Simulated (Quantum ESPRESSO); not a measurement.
# Optical response of BN (Qingsongite), part 3 of 3

Wanted: where BN (Qingsongite) starts to absorb, how strongly, and its refractive index.

Quantum ESPRESSO 7.5; DFT, PBE, plane waves with norm-conserving potentials (PseudoDojo), scalar-relativistic, independent-particle optical response without local fields and without the non-local commutator.

So far. Step 2 (Ground state): There is a gap, 4.64 eV on this mesh (points off the mesh can give less), so no carriers' term is needed.

## Step 5: Dielectric function

With the density converged, the vertical transitions are summed over the zone.

This step: DFT, PBE, plane waves with norm-conserving potentials (PseudoDojo), scalar-relativistic, independent-particle optical response without local fields and without the non-local commutator (Quantum ESPRESSO 7.5).

epsilon.in

```
&inputpp
  prefix = 'x'
  outdir = './tmp'
  calculation = 'eps'
/
&energy_grid
  smeartype = 'gauss'
  intersmear = 0.4
  wmin = 0.0
  wmax = 22
  nw = 500
/
```

Command:

```sh
$ mpirun -n 4 epsilon.x -nk 4 -in epsilon.in
```

What it wrote:

```text
[banner, memory and clock lines left out]

     Broadcasting variables...

     IMPORTANT: XC functional enforced from input :
     Exchange-correlation= PBE
                           (   1   4   3   4   0   0   0)
     Any further DFT definition will be discarded

     G-vector sticks info

     Fermi energy [eV] is: 11.15612
     The system is a dielectric...
     metallic system: redefining wmin =     0.000000

     Performing eps calculation...

     xx,yy,zz plasmon frequences [eV] are:    25.885104293   25.885104174   25.885103992
```

Run time: 1.6 s. Hardware: 4 MPI ranks of Arm Neoverse V2, shared host; peak memory 0.04 GiB; 6 s of CPU time.

This step gave:

```
electronic dielectric constant ε∞, mean over x, y and z (by symmetry where fewer were run) : 5.238
main peak of Im epsilon, first axis                                                        : 12.00 eV
```

Some rows of epsi_x.dat:

```text
# energy grid [eV]     epsi_x  epsi_y  epsi_z
#
    0.176352705    0.001957122    0.001957122    0.001957121
    1.234468938    0.014008680    0.014008678    0.014008676
    2.292585170    0.027546074    0.027546071    0.027546067
    3.350701403    0.044315832    0.044315828    0.044315822
    4.408817635    0.067244466    0.067244461    0.067244452
    5.466933868    0.102196581    0.102196574    0.102196563
    6.525050100    0.163545400    0.163545391    0.163545378
    7.583166333    0.299960762    0.299960752    0.299960736
    8.641282565    0.924367466    0.924367455    0.924367436
    9.699398798    6.731921361    6.731921346    6.731921322
   10.757515030   10.773007826   10.773007812   10.773007787
   11.815631263   16.980891182   16.980891162   16.980891137
   12.873747495   11.734011541   11.734011522   11.734011486
   13.931863727    6.277731814    6.277731791    6.277731751
   14.989979960    6.998622561    6.998622530    6.998622485
   16.048096192    4.799607375    4.799607339    4.799607285
   17.106212425    3.591786928    3.591786886    3.591786821
   18.164328657    2.129002963    2.129002913    2.129002836
   19.222444890    1.610183156    1.610183094    1.610183002
   20.280561122    1.042939160    1.042939084    1.042938972
   21.338677355    1.106560662    1.106560567    1.106560427
```

Values under the direct gap are tails of Lorentzian lines. Im ε, any direction against photon energy; read off at these points:

```
photon energy (eV)  Im ε, any direction
              0.00                    0
              0.50              0.00557
              1.00               0.0113
              1.50               0.0172
              2.00               0.0236
              2.50               0.0305
              3.00               0.0383
              3.50               0.0471
              4.00               0.0574
              4.50               0.0697
              5.00               0.0847
              5.50                0.104
              6.00                0.128
              6.50                0.162
              7.00                0.209
              7.50                0.283
              8.00                0.415
              8.50                0.728
              9.00                 2.20
              9.50                 4.76
             10.00                 8.20
             10.50                 9.82
             11.00                 11.2
             11.50                 14.3
             12.00                 18.1
             12.50                 15.1
             13.00                 10.8
             13.50                 7.87
             14.00                 6.48
             14.50                 8.50
             14.68                 8.73
             15.00                 6.93
             15.50                 4.41
             16.00                 4.86
             16.50                 4.43
             17.00                 3.68
             17.50                 2.82
             18.00                 2.19
             18.50                 1.94
             19.00                 1.80
             19.50                 1.50
             20.00                 1.28
             20.50                0.975
             21.00                 1.11
             21.50                 1.12
             22.00                 1.14
```

The Re ε, any direction by photon energy:

photon energy (eV), Re ε, any direction and a bar from the least value:
```
      0.0        5.2 ################
      0.5        5.2 ################
      1.0        5.3 ################
      1.5        5.3 ################
      2.0        5.4 #################
      2.5        5.4 #################
      3.0        5.5 #################
      3.5        5.6 #################
      4.0        5.7 #################
      4.5        5.9 #################
      5.0        6.1 ##################
      5.5        6.3 ##################
      6.0        6.6 ###################
      6.5        7.0 ###################
      7.0        7.4 ####################
      7.5        8.0 #####################
      8.0        8.9 ######################
      8.5       10.2 #########################
      9.0       12.1 ############################
      9.5       13.5 ##############################
     10.0       12.7 #############################
     10.5       10.6 #########################
     11.0       10.0 ########################
     11.5        8.0 #####################
     12.0        3.4 #############
     12.5       -3.1 ###
     13.0       -4.2 #
     13.5       -3.8 #
     14.0       -1.3 ######
     14.5       -2.1 ####
     15.0       -4.7 
     15.5       -3.5 ##
     16.0       -3.1 ###
     16.5       -3.5 ##
     17.0       -3.3 ##
     17.5       -3.5 ##
     18.0       -2.8 ###
     18.5       -2.5 ####
     19.0       -2.1 ####
     19.5       -2.0 ####
     20.0       -1.9 #####
     20.5       -1.4 #####
     21.0       -1.2 ######
     21.5       -1.1 ######
     22.0       -1.1 ######
```

Reflectivity at normal incidence, any direction against photon energy; read off at these points:

```
photon energy (eV)  reflectivity at normal incidence, any direction (%)
              0.00                                                 15.4
              0.50                                                 15.4
              1.00                                                 15.4
              1.50                                                 15.6
              2.00                                                 15.7
              2.50                                                 15.9
              3.00                                                 16.2
              3.50                                                 16.5
              4.00                                                 16.9
              4.50                                                 17.4
              5.00                                                 17.9
              5.50                                                 18.6
              6.00                                                 19.4
              6.50                                                 20.3
              7.00                                                 21.5
              7.50                                                 22.9
              8.00                                                 24.8
              8.50                                                 27.4
              9.00                                                 31.2
              9.50                                                 34.5
             10.00                                                 36.7
             10.50                                                 37.2
             11.00                                                 38.7
             11.50                                                 42.7
             12.00                                                 49.2
             12.50                                                 53.6
             13.00                                                 53.1
             13.50                                                 51.3
             14.00                                                 39.9
             14.50                                                 45.6
             15.00                                                 55.1
             15.21                                                 57.0
             15.50                                                 52.6
             16.00                                                 49.2
             16.50                                                 52.4
             17.00                                                 53.2
             17.50                                                 59.1
             17.68                                                 60.4
             18.00                                                 57.8
             18.50                                                 56.8
             19.00                                                 53.7
             19.50                                                 54.9
             20.00                                                 58.0
             20.32                                                 60.0
             20.50                                                 55.8
             21.00                                                 46.7
             21.50                                                 44.1
             22.00                                                 45.1
```

Values under the direct gap are tails of Lorentzian lines. Table of loss function −Im 1/ε at q → 0, any direction by energy loss; read off at these points:

energy loss (eV), loss function −Im 1/ε at q → 0, any direction and a bar:
```
     0.00      0.000 
     0.50      0.000 
     1.00      0.000 
     1.50      0.001 
     2.00      0.001 
     2.50      0.001 
     3.00      0.001 
     3.50      0.001 
     4.00      0.002 
     4.50      0.002 
     5.00      0.002 
     5.50      0.003 
     6.00      0.003 
     6.50      0.003 
     7.00      0.004 
     7.50      0.004 
     8.00      0.005 
     8.50      0.007 
     9.00      0.014 #
     9.50      0.023 #
    10.00      0.036 ##
    10.50      0.047 ###
    11.00      0.049 ###
    11.50      0.053 ###
    12.00      0.053 ###
    12.50      0.063 ####
    13.00      0.080 #####
    13.50      0.103 ######
    14.00      0.149 #########
    14.50      0.111 #######
    15.00      0.099 ######
    15.50      0.139 #########
    16.00      0.146 #########
    16.50      0.139 #########
    17.00      0.151 #########
    17.50      0.140 #########
    18.00      0.171 ###########
    18.50      0.192 ############
    19.00      0.230 ##############
    19.50      0.247 ###############
    20.00      0.240 ###############
    20.50      0.324 ####################
    21.00      0.431 ###########################
    21.50      0.473 #############################
    21.69      0.488 ##############################
    22.00      0.449 ############################
```

The refractive index n and extinction k by photon energy:

```
photon energy (eV)      n        k
               0.0   2.29        0
               0.5   2.29  0.00122
               1.0   2.29  0.00245
               1.5   2.30  0.00374
               2.0   2.31  0.00509
               2.5   2.33  0.00655
               3.0   2.35  0.00815
               3.5   2.37  0.00994
               4.0   2.40   0.0120
               4.5   2.43   0.0143
               5.0   2.47   0.0172
               5.5   2.51   0.0206
               6.0   2.57   0.0249
               6.5   2.64   0.0306
               7.0   2.73   0.0384
               7.5   2.83   0.0500
               8.0   2.98   0.0696
               8.5   3.19    0.114
               9.0   3.50    0.314
               9.5   3.73    0.638
              10.0   3.72     1.10
              10.5   3.54     1.39
              11.0   3.54     1.58
              11.5   3.49     2.05
              12.0   3.31     2.73
              12.5   2.48     3.05
              13.0   1.93     2.81
              13.5   1.57     2.51
              14.0   1.63     1.98
              14.5   1.82     2.33
              15.0   1.36     2.55
              15.5   1.03     2.14
              16.0   1.15     2.11
              16.5   1.04     2.14
              17.0  0.908     2.03
              17.5  0.706     2.00
              18.0  0.612     1.79
              18.5  0.575     1.69
              19.0  0.571     1.57
              19.5  0.505     1.49
              20.0  0.440     1.45
              20.5  0.387     1.26
              21.0  0.473     1.18
              21.5  0.493     1.14
              22.0  0.492     1.16
```

From ε follow the optical constants at some laser and lamp lines:

```
wavelength (nm)     n      k  R (%)     1/α
           1550  2.29  0.002   15.4   63 µm
           1064  2.30  0.003   15.5   29 µm
            800  2.30  0.004   15.6   16 µm
            633  2.31  0.005   15.7   10 µm
            532  2.32  0.006   15.8  7.0 µm
            450  2.34  0.007   16.0  4.9 µm
            308  2.40  0.012   16.9  2.0 µm
```

Below the direct gap, k and the depth come from the tails of the Lorentzian lines, not from transitions.

## Step 6: What came out

| Quantity | Value |
| --- | --- |
| electronic dielectric constant ε∞, mean over x, y and z (by symmetry where fewer were run) (independent particles) | 5.24 |
| main peak of Im epsilon, first axis | 12.0 eV |

What this shows: At this level (PBE, independent particles) BN has ε∞ = 5.24 and n = 2.29 at 1550 nm, and Im ε peaks at 12.0 eV. Distinct maxima of Im ε, read by a parabola through the highest points, lie at 12.00 eV (18) and 14.66 eV (8.7). Excitons and phonon-assisted transitions are missing, and so are local fields; PBE gaps are as a rule too small, which pulls the onset down and ε∞ up. epsilon.x leaves out the commutator of the non-local potential, so its intensities are off, as a rule too high. The sum runs over mesh points, so small or evenly spaced maxima can still be ripples of the mesh.

[Machine, clock, banner and «Message from routine» lines are left out of the logs.]

[Logs are printed without paths, hosts, clocks, repeated set-up lines and the standing remarks that a program may print on its own settings, such as how far it seeks lower states.]

[Hosts, paths, dates, database ids (printed as entryN), source tags and the programs' standing remarks are cut or masked in the printed files.]
